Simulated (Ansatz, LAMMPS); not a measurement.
# Which site? a vacancy of Ge in amorphous Si0.7Ge0.3 (120 atoms)

Aim: make a vacancy of Ge at several sites of amorphous Si0.7Ge0.3 (120 atoms), relax each, and compare their energies.

Main program and level: Ansatz 0.2.0; Kohn-Sham DFT, PBE, PAW (set soft_2), plane waves.

**1. The structure**

The cell holds 120 atoms: 84 Si and 36 Ge. Its edges and angles: a = 13.770 Å, b = 13.770 Å, c = 13.770 Å, α = 90.0°, β = 90.0°, γ = 90.0°. 120 atoms (84 Si, 36 Ge) placed at random at 3.16 g/cm³, melted at 3500 K for 10 ps at fixed volume with the Tersoff potential (Tersoff, Phys. Rev. B 39, 5566 (1989)). Quenched from 3500 K to 700 K at 100 K/ps and fixed volume, held 5 ps, then minimised at fixed cell.

What the set-up can't give: The quench rate of 100 K/ps is orders of magnitude faster than experiment, which tends to freeze in extra defects. The network of bonds at the start is that of the classical potential that made the cell, and needn't be the one that DFT or experiment would give. Only the Γ point is sampled, in a cell whose shortest periodic width is 14 Å.

**2. Single point at the start**

A single point comes first, to see the forces before anything moves.

Contents of input.yaml:

```yaml
crystal:
  lattice:
    - [13.7704, 0.0, 0.0]
    - [0.0, 13.7704, 0.0]
    - [0.0, 0.0, 13.7704]
  atoms:
    - { symbol: Si, position: [0.13117, 0.78818, 0.29353] }
    - { symbol: Si, position: [0.74248, 0.60106, 0.09733] }
    - { symbol: Si, position: [0.78349, 0.18428, 0.88536] }
    - { symbol: Si, position: [0.75019, 0.06833, 0.75285] }
    - { symbol: Si, position: [0.83056, 0.81775, 0.14201] }
    - { symbol: Si, position: [0.66612, 0.8348, 0.90688] }
    - { symbol: Si, position: [0.1806, 0.69119, 0.42625] }
    - { symbol: Si, position: [0.84653, 0.79165, 0.42648] }
    - { symbol: Si, position: [0.59166, 0.97156, 0.15691] }
    - { symbol: Si, position: [0.13709, 0.89548, 0.649] }
    - { symbol: Si, position: [0.8858, 0.80516, 0.72328] }
    - { symbol: Si, position: [0.40314, 0.50727, 0.35329] }
    - { symbol: Si, position: [0.94306, 0.3068, 0.39814] }
    - { symbol: Si, position: [0.03591, 0.62423, 0.06861] }
    - { symbol: Si, position: [0.26924, 0.95809, 0.87724] }
    - { symbol: Si, position: [0.7293, 0.43932, 0.05401] }
    - { symbol: Si, position: [0.02841, 0.65863, 0.23533] }
    - { symbol: Si, position: [0.61054, 0.93044, 0.45052] }
    - { symbol: Si, position: [0.57814, 0.73288, 0.28127] }
    - { symbol: Si, position: [0.8225, 0.31032, 0.12858] }
    - { symbol: Si, position: [0.47336, 0.03318, 0.05123] }
    - { symbol: Si, position: [0.38567, 0.98516, 0.61312] }
    - { symbol: Si, position: [0.66785, 0.18663, 0.33485] }
    - { symbol: Si, position: [0.85401, 0.57296, 0.88001] }
    - { symbol: Si, position: [0.1129, 0.74095, 0.57097] }
    - { symbol: Si, position: [0.36817, 0.21982, 0.24285] }
    - { symbol: Si, position: [0.54631, 0.93446, 0.61189] }
    - { symbol: Si, position: [0.98344, 0.95479, 0.96734] }
    - { symbol: Si, position: [0.63453, 0.70875, 0.78601] }
    - { symbol: Si, position: [0.50638, 0.26056, 0.33565] }
    - { symbol: Si, position: [0.11912, 0.31992, 0.08102] }
    - { symbol: Si, position: [0.28412, 0.53262, 0.9315] }
    - { symbol: Si, position: [0.22836, 0.30954, 0.42856] }
    - { symbol: Si, position: [0.59898, 0.33841, 0.10458] }
    - { symbol: Si, position: [0.50364, 0.76749, 0.96044] }
    - { symbol: Si, position: [0.7063, 0.08905, 0.19489] }
    - { symbol: Si, position: [0.9084, 0.22165, 0.54364] }
    - { symbol: Si, position: [0.07841, 0.94425, 0.34388] }
    - { symbol: Si, position: [0.47124, 0.55313, 0.15211] }
    - { symbol: Si, position: [0.64061, 0.99095, 0.852] }
    - { symbol: Si, position: [0.15722, 0.40085, 0.55703] }
    - { symbol: Si, position: [0.56778, 0.55625, 0.8381] }
    - { symbol: Si, position: [0.78541, 0.49864, 0.62857] }
    - { symbol: Si, position: [0.54649, 0.26717, 0.83439] }
    - { symbol: Si, position: [0.41674, 0.64571, 0.87122] }
    - { symbol: Si, position: [0.71625, 0.31922, 0.80557] }
    - { symbol: Si, position: [0.03002, 0.02651, 0.69051] }
    - { symbol: Si, position: [0.26733, 0.81925, 0.05456] }
    - { symbol: Si, position: [0.51217, 0.39262, 0.58405] }
    - { symbol: Si, position: [0.25113, 0.44154, 0.3179] }
    - { symbol: Si, position: [0.53288, 0.90486, 0.29877] }
    - { symbol: Si, position: [0.37083, 0.45266, 0.05609] }
    - { symbol: Si, position: [0.57531, 0.66091, 0.53684] }
    - { symbol: Si, position: [0.51777, 0.2216, 0.66522] }
    - { symbol: Si, position: [0.86814, 0.97627, 0.66815] }
    - { symbol: Si, position: [0.1155, 0.29308, 0.68123] }
    - { symbol: Si, position: [0.34932, 0.70085, 0.44399] }
    - { symbol: Si, position: [0.10746, 0.63631, 0.80824] }
    - { symbol: Si, position: [0.21703, 0.65466, 0.67956] }
    - { symbol: Si, position: [0.91696, 0.55989, 0.54904] }
    - { symbol: Si, position: [0.96569, 0.23832, 0.06531] }
    - { symbol: Si, position: [0.41013, 0.66937, 0.27831] }
    - { symbol: Si, position: [0.29321, 0.89558, 0.72338] }
    - { symbol: Si, position: [0.00492, 0.4988, 0.84812] }
    - { symbol: Si, position: [0.69023, 0.08236, 0.46964] }
    - { symbol: Si, position: [0.8775, 0.68522, 0.01633] }
    - { symbol: Si, position: [0.62751, 0.09391, 0.63255] }
    - { symbol: Si, position: [0.06466, 0.15981, 0.59126] }
    - { symbol: Si, position: [0.67004, 0.76872, 0.43368] }
    - { symbol: Si, position: [0.67143, 0.84009, 0.08271] }
    - { symbol: Si, position: [0.86973, 0.71306, 0.2768] }
    - { symbol: Si, position: [0.35753, 0.15839, 0.62076] }
    - { symbol: Si, position: [0.72464, 0.62125, 0.26744] }
    - { symbol: Si, position: [0.5277, 0.76662, 0.66544] }
    - { symbol: Si, position: [0.36399, 0.73742, 0.73021] }
    - { symbol: Si, position: [0.94807, 0.21895, 0.89511] }
    - { symbol: Si, position: [0.70437, 0.1946, 0.05616] }
    - { symbol: Si, position: [0.71431, 0.4694, 0.88849] }
    [... 36 atom lines left out ...]
    - { symbol: Ge, position: [0.90595, 0.95192, 0.37995] }
    - { symbol: Ge, position: [0.97719, 0.06345, 0.11222] }
    - { symbol: Ge, position: [0.31521, 0.42072, 0.7861] }
    - { symbol: Ge, position: [0.01959, 0.45597, 0.46223] }
    - { symbol: Ge, position: [0.79199, 0.31898, 0.30522] }
    - { symbol: Ge, position: [0.05594, 0.80235, 0.78064] }
kpoints:
  mp_grid: { grid: [1, 1, 1] }
hamiltonian:
  xc: pbe
scf:
  occupations: { method: gaussian, width: 0.025 }
output:
  forces: true
```

Started as:

```bash
ansatz run input.yaml --threads 4 --pin off --max-ram 8192MiB --backend cpu --events-out ev --progress --plain --runs-dir out
```

Numbers of over 12 decimals in the logs are rounded to 6 here.

Log:

```text
[...]
Pseudopotentials: kind: paw
Pseudopotential: Si, paw, valence charge 4, recommended cutoff 420 eV (normal), Si.paw.azcp
Pseudopotential: Ge, paw, valence charge 14, recommended cutoff 420 eV (normal), Ge.paw.azcp
[... 5 lines on functional and potentials left out ...]
Crystal: 120 atoms, lattice volume = 2611.197 Å³
Basis set: ecut = 420 eV, 50883 PW (Γ), exchange–correlation on 192×192×192 points (8 copies of the dense FFT grid, shifted against one another)
Bands: 540, of which v1, the nominal top of the filled ones, is band 420 counted from 1 (419 counted from 0)
Symmetry: 1 space group operations
Space group: P1 (ITA 1), of the structure as read, at distance tolerance 1.4e-4 Å
k-points: 1
[... 5 lines on functional and potentials left out ...]
Initial density: superposition of atomic densities (neutral atoms: chi_scale 0, normalization atom), corrected by the library's trained network
Initial wavefunctions: pseudopotential atomic-orbital guess
[...]
SCF iter   1: F=—  HF=-207991.859658 eV  |F-HF|=—  |Δ(HF+E_count)|=         —  Δρ=3.65e-3  dr2=1.36e0  ethr=1.77e-3  ⟨swp⟩=6.0  Hψ=2185  notcnv=0  defer=35
preconditioner: auto → Resta (q_TF=auto, 2.258 Å⁻¹)  ε∞=5.5  [insulator: Δε(μ)=0.099 eV  Ē_g=7.532 eV  σ=0.025 eV  W_gap=0.99  n_scr=484 (ndim 8)  ℏωp=15.9 eV  f_vac=0.022  D(μ)=1.76/eV (n_scr^D=0)  ε∞_Penn≈5.5]
SCF iter   2: F=—  HF=-207991.719184 eV  |F-HF|=—  |Δ(HF+E_count)|=   1.40e-1  Δρ=2.45e-3  dr2=9.89e-1  ethr=1.62e-4  ⟨swp⟩=2.0  Hψ=631  notcnv=0  defer=109
preconditioner: auto → LDOS  [insulator: Δε(μ)=0.032 eV  Ē_g=7.530 eV  σ=0.025 eV  W_gap=0.63  n_scr=484 (ndim 8)  ℏωp=15.9 eV  f_vac=0.022  D(μ)=60.67/eV (n_scr^D=388)  ε∞_Penn≈5.5  β→1.0]
SCF iter   3: F=—  HF=-207991.674828 eV  |F-HF|=—  |Δ(HF+E_count)|=   4.44e-2  Δρ=8.87e-4  dr2=6.31e-2  ethr=1.18e-4  ⟨swp⟩=2.0  Hψ=484  notcnv=0  defer=55
automatic band count: iteration 3 solves 486 bands in place of 540: the levels show a gap, and the empty bands left out lie too high to hold charge; the band table lists the bands solved (type scf.n_extra_bands for more)
SCF iter   4: F=—  HF=-207991.674242 eV  |F-HF|=—  |Δ(HF+E_count)|=   5.86e-4  Δρ=3.63e-4  dr2=1.14e-2  ethr=7.52e-6  ⟨swp⟩=2.0  Hψ=642  notcnv=0  defer=55
SCF iter   5: F=—  HF=-207991.673982 eV  |F-HF|=—  |Δ(HF+E_count)|=   2.60e-4  Δρ=2.17e-4  dr2=5.27e-3  ethr=1.36e-6  ⟨swp⟩=2.0  Hψ=643  notcnv=0  defer=55
[...]
SCF iter  12: F=—  HF=-207991.674147 eV  |F-HF|=—  |Δ(HF+E_count)|=   4.25e-8  Δρ=1.32e-6  dr2=1.14e-7  ethr=8.07e-11  ⟨swp⟩=2.0  Hψ=728  notcnv=0  defer=55
SCF iter  13: F=-207991.674147 eV  HF=-207991.674147 eV  |F-HF|=1.53e-8  |Δ(HF+E_count)|=    0.00e0  Δρ=6.33e-7  dr2=2.57e-8  ethr=1.19e-11  ⟨swp⟩=4.0  Hψ=1251  notcnv=0
SCF 1 converged in 13 iterations: F = -207991.674147 eV  dr2 = 2.57e-8
[...]
SCF converged after 13 iterations
Free energy (F): -207991.674147 eV
Harris-Foulkes:  -207991.674147 eV  (|F-HF|=1.53e-8)
Internal energy: -207991.660521 eV  (E = F + TS)
E sigma→0 (E₀):  -207991.667334 eV
Entropy (-TS):   -0.013626 eV (-0.114 meV/atom)
Fermi energy:    6.616322 eV
--- Per-component energies (eV) ---
[...]
Σ components = -207991.674147   (vs F -207991.674147, Δ=0.00e0)
--- Forces (eV/Å), atoms counted from 1 ---
  atom   1  Si    -0.50836265    -0.29655270     0.17962215
  atom   2  Si     0.08909588     0.10436274     0.13861153
  atom   3  Si     0.02262192     0.09988251     0.18210004
  atom   4  Si     0.40982869     0.19149851     0.32407449
[...]
atom 120  Ge    -0.35924949    -0.10826548     0.22574147
  max |Σ_I F_I| component: 1.92e-5 eV/Å
```

Run time: 40 s. Hardware: 4 threads of Arm Neoverse V2, shared host; peak memory 3.6 GiB.

Reading the cycles: dr2 is the Hartree energy of the density residual (eV), the measure of convergence; HF is the Harris–Foulkes estimate of the energy, which meets the free energy F at convergence.

The r.m.s. force at the start is 0.27 eV/Å.

**3. Relaxation**

The atoms are relaxed in the fixed cell, aiming at the force tolerance of the input.

Contents of input.yaml:

```yaml
crystal:
  lattice:
    - [13.7704, 0.0, 0.0]
    - [0.0, 13.7704, 0.0]
    - [0.0, 0.0, 13.7704]
  atoms:
    [... the 120 atom lines of step 2 ...]
kpoints:
  mp_grid: { grid: [1, 1, 1] }
hamiltonian:
  xc: pbe
scf:
  occupations: { method: gaussian, width: 0.025 }
output:
  forces: true
relax:
  f_tol: 0.05
  max_steps: 120
```

Log:

```text
[...]
Crystal: 120 atoms, lattice volume = 2611.197 Å³
Basis set: ecut = 420 eV, 50883 PW (Γ), exchange–correlation on 192×192×192 points (8 copies of the dense FFT grid, shifted against one another)
Bands: 540, of which v1, the nominal top of the filled ones, is band 420 counted from 1 (419 counted from 0)
Symmetry: 1 space group operations
[...]
k-points: 1
[...]
SCF iter   1: F=—  HF=-207991.859658 eV  |F-HF|=—  |Δ(HF+E_count)|=         —  Δρ=3.65e-3  dr2=1.36e0  ethr=1.77e-3  ⟨swp⟩=6.0  Hψ=2185  notcnv=0  defer=35
[...]
SCF iter   8: F=—  HF=-207991.674157 eV  |F-HF|=—  |Δ(HF+E_count)|=   7.47e-5  Δρ=3.67e-5  dr2=1.34e-4  ethr=8.22e-8  ⟨swp⟩=2.0  Hψ=582  notcnv=0  defer=109
SCF iter   9: F=-207991.674135 eV  HF=-207991.674147 eV  |F-HF|=1.26e-5  |Δ(HF+E_count)|=   9.43e-6  Δρ=1.47e-5  dr2=1.91e-5  ethr=7.44e-9  ⟨swp⟩=3.0  Hψ=1558  notcnv=0
SCF 1 converged in 9 iterations: F = -207991.674135 eV  dr2 = 1.91e-5
[...]
relax step   1: F+E_penalty+E_count = -207991.67413455 eV  Δ(F+E_penalty+E_count) = +0.000e0 eV  max|allowed force component| = 9.043e-1 eV/Å  Δτ_max = 0.0000 Å  (9 SCF iters, dr2 threshold 6.25e-5 eV, accepted)
[...]
relax step   2: F+E_penalty+E_count = -207993.91932437 eV  Δ(F+E_penalty+E_count) = -2.245e0 eV  max|allowed force component| = 4.935e-1 eV/Å  Δτ_max = 0.1945 Å  (8 SCF iters, dr2 threshold 5.11e-5 eV, accepted)
[...]
relax step   3: F+E_penalty+E_count = -207994.70334350 eV  Δ(F+E_penalty+E_count) = -7.840e-1 eV  max|allowed force component| = 5.223e-1 eV/Å  Δτ_max = 0.1950 Å  (8 SCF iters, dr2 threshold 1.52e-5 eV, accepted)
relax step   4: F+E_penalty+E_count = -207995.08252129 eV  Δ(F+E_penalty+E_count) = -3.792e-1 eV  max|allowed force component| = 6.180e-1 eV/Å  Δτ_max = 0.1965 Å  (6 SCF iters, dr2 threshold 8.13e-5 eV, accepted)
relax step   5: F+E_penalty+E_count = -207995.35343585 eV  Δ(F+E_penalty+E_count) = -2.709e-1 eV  max|allowed force component| = 4.700e-1 eV/Å  Δτ_max = 0.1951 Å  (6 SCF iters, dr2 threshold 1.00e-4 eV, accepted)
relax step   6: F+E_penalty+E_count = -207995.57393180 eV  Δ(F+E_penalty+E_count) = -2.205e-1 eV  max|allowed force component| = 2.975e-1 eV/Å  Δτ_max = 0.1951 Å  (6 SCF iters, dr2 threshold 1.00e-4 eV, accepted)
relax step   7: F+E_penalty+E_count = -207995.78405365 eV  Δ(F+E_penalty+E_count) = -2.101e-1 eV  max|allowed force component| = 2.965e-1 eV/Å  Δτ_max = 0.1952 Å  (6 SCF iters, dr2 threshold 3.55e-5 eV, accepted)
relax step   8: F+E_penalty+E_count = -207995.92581999 eV  Δ(F+E_penalty+E_count) = -1.418e-1 eV  max|allowed force component| = 2.602e-1 eV/Å  Δτ_max = 0.1957 Å  (7 SCF iters, dr2 threshold 3.52e-5 eV, accepted)
relax step   9: F+E_penalty+E_count = -207996.08788570 eV  Δ(F+E_penalty+E_count) = -1.621e-1 eV  max|allowed force component| = 2.569e-1 eV/Å  Δτ_max = 0.1944 Å  (8 SCF iters, dr2 threshold 5.21e-5 eV, accepted)
relax step  10: F+E_penalty+E_count = -207996.18307226 eV  Δ(F+E_penalty+E_count) = -9.519e-2 eV  max|allowed force component| = 5.506e-1 eV/Å  Δτ_max = 0.1940 Å  (7 SCF iters, dr2 threshold 5.08e-5 eV, accepted)
relax step  11: F+E_penalty+E_count = -207996.26557721 eV  Δ(F+E_penalty+E_count) = -8.250e-2 eV  max|allowed force component| = 1.585e-1 eV/Å  Δτ_max = 0.0820 Å  (6 SCF iters, dr2 threshold 1.00e-4 eV, accepted)
relax step  12: F+E_penalty+E_count = -207996.29895339 eV  Δ(F+E_penalty+E_count) = -3.338e-2 eV  max|allowed force component| = 1.171e-1 eV/Å  Δτ_max = 0.1035 Å  (10 SCF iters, accepted)
relax step  13: F+E_penalty+E_count = -207996.32025212 eV  Δ(F+E_penalty+E_count) = -2.130e-2 eV  max|allowed force component| = 7.435e-2 eV/Å  Δτ_max = 0.1274 Å  (10 SCF iters, accepted)
relax step  14: F+E_penalty+E_count = -207996.35049801 eV  Δ(F+E_penalty+E_count) = -3.025e-2 eV  max|allowed force component| = 9.280e-2 eV/Å  Δτ_max = 0.1952 Å  (10 SCF iters, accepted)
relax step  15: F+E_penalty+E_count = -207996.38974055 eV  Δ(F+E_penalty+E_count) = -3.924e-2 eV  max|allowed force component| = 1.142e-1 eV/Å  Δτ_max = 0.1953 Å  (8 SCF iters, dr2 threshold 3.47e-6 eV, accepted)
relax step  16: F+E_penalty+E_count = -207996.42231212 eV  Δ(F+E_penalty+E_count) = -3.257e-2 eV  max|allowed force component| = 1.648e-1 eV/Å  Δτ_max = 0.1952 Å  (7 SCF iters, dr2 threshold 1.30e-5 eV, accepted)
relax step  17: F+E_penalty+E_count = -207996.42919276 eV  Δ(F+E_penalty+E_count) = -6.881e-3 eV  max|allowed force component| = 1.442e-1 eV/Å  Δτ_max = 0.1030 Å  (6 SCF iters, dr2 threshold 2.72e-5 eV, accepted)
relax step  18: F+E_penalty+E_count = -207996.43669190 eV  Δ(F+E_penalty+E_count) = -7.499e-3 eV  max|allowed force component| = 3.611e-2 eV/Å  Δτ_max = 0.0494 Å  (5 SCF iters, dr2 threshold 1.59e-5 eV, accepted)
[...]
relax step  19: F+E_penalty+E_count = -207996.43669977 eV  Δ(F+E_penalty+E_count) = -7.863e-6 eV  max|allowed force component| = 3.611e-2 eV/Å  Δτ_max = 0.0000 Å  (5 SCF iters, accepted)
SCF converged after 5 iterations
Free energy (F): -207996.436700 eV
[...]
Internal energy: -207996.436700 eV  (E = F + TS)
E sigma→0 (E₀):  -207996.436700 eV
Fermi energy:    6.496234 eV
[...]
Σ components = -207996.436700   (vs F -207996.436700, Δ=0.00e0)
--- Forces (eV/Å), atoms counted from 1 ---
  atom   1  Si    -0.00186623    -0.00261999     0.00087837
  atom   2  Si     0.00387744    -0.00277886    -0.00434177
  atom   3  Si    -0.00383865    -0.00092240     0.00192083
  atom   4  Si    -0.00373673     0.00538904    -0.00135425
[...]
atom 120  Ge     0.00343000    -0.01469009    -0.00504501
  max |Σ_I F_I| component: 3.17e-5 eV/Å
--- Relaxed structure (19 steps of the walk, 19 accepted, 0 SCFs on fresh bases) ---
  F+E_penalty+E_count = -207996.43669977 eV   max|allowed force component| = 3.611e-2 eV/Å
  atoms:
    - { symbol: Si, position: [0.129475, 0.786241, 0.282078] }
    - { symbol: Si, position: [0.744303, 0.606415, 0.086175] }
    - { symbol: Si, position: [0.789923, 0.183548, 0.898820] }
    - { symbol: Si, position: [0.758063, 0.067569, 0.766152] }
[...]
- { symbol: Ge, position: [0.036716, 0.810471, 0.794455] }
```

It took 8.7 min on 4 threads; peak memory 3.7 GiB; 34 min of CPU time.

The relaxation converged after 19 steps, 4.76 eV below its start, with a largest force component of 0.036 eV/Å.

(Part 1 of 3 ends here.)

[Logs are printed without paths, hosts, clocks, repeated set-up lines and the standing remarks that a program may print on its own settings, such as how far it seeks lower states.]

[Hosts, paths, dates, database ids (printed as entryN), source tags and the programs' standing remarks are cut or masked in the printed files.]
